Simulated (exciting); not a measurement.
Two BSE runs for the F K edge of ScF3, space group Pm-3m. Run A: exciting, all-electron LAPW+lo, LDA, exchange and screened direct term (singlet BSE), 4×4×4 shifted k points, 29 conduction bands, |G+q| up to 3 bohr⁻¹, full RPA screening with nempty = 54, Lorentzian half width 0.45 eV. Run B differs in one setting: k mesh, kernel cutoff, basis, band set, screening or width.

Energy from the Kohn–Sham onset, core level to the lowest empty state found on the meshes used; one zero for both, scaled to A's maximum:

```csv
E (eV),A,B
-8.0,0.01,0.01
-7.5,0.02,0.01
-7.0,0.02,0.02
-6.5,0.02,0.02
-6.0,0.03,0.03
-5.5,0.04,0.03
-5.0,0.05,0.04
-4.5,0.07,0.06
-4.0,0.12,0.09
-3.5,0.23,0.18
-3.0,0.62,0.43
-2.5,0.93,0.96
-2.0,0.41,0.51
-1.5,0.31,0.29
-1.0,0.55,0.37
-0.5,0.80,0.75
0.0,0.37,0.52
0.5,0.28,0.31
1.0,0.39,0.38
1.5,0.42,0.43
2.0,0.40,0.42
2.5,0.38,0.39
3.0,0.29,0.30
3.5,0.26,0.27
4.0,0.31,0.31
4.5,0.45,0.46
5.0,0.43,0.46
5.5,0.42,0.44
6.0,0.40,0.42
6.5,0.44,0.46
7.0,0.57,0.60
7.5,0.49,0.54
8.0,0.39,0.42
8.5,0.34,0.36
9.0,0.37,0.37
9.5,0.33,0.33
10.0,0.24,0.24
10.5,0.19,0.19
11.0,0.17,0.17
11.5,0.15,0.15
12.0,0.15,0.15
12.5,0.14,0.14
13.0,0.14,0.14
13.5,0.20,0.20
14.0,0.22,0.22
14.5,0.16,0.16
15.0,0.15,0.15
15.5,0.17,0.17
16.0,0.19,0.19
16.5,0.24,0.23
17.0,0.33,0.32
17.5,0.29,0.29
18.0,0.21,0.21
18.5,0.18,0.18
19.0,0.13,0.13
19.5,0.11,0.11
20.0,0.10,0.10
20.5,0.09,0.09
21.0,0.08,0.08
21.5,0.08,0.08
22.0,0.08,0.08
22.5,0.07,0.07
23.0,0.07,0.07
23.5,0.08,0.08
```

Q: Which is the likeliest?

The cutoff of the kernels (bohr⁻¹) from 3 to 1.5. Against run A the r.m.s. difference is 16 %. Moving the earlier curve by +0.2 eV leaves 8 %. The first bright state moves from -2.63 to -2.48 eV. The kernels miss the short-range part of the Coulomb interaction, its components above their cutoff. Other settings could leave a like mark; this is the change that was made.

[Banner, clock and machine lines of the logs are left out without a mark of their own.]

[Logs are printed without paths, hosts, clocks, repeated set-up lines and the standing remarks that a program may print on its own settings, such as how far it seeks lower states.]

[Hosts, paths, dates, database ids (printed as entryN), source tags and the programs' standing remarks are cut or masked in the printed files.]
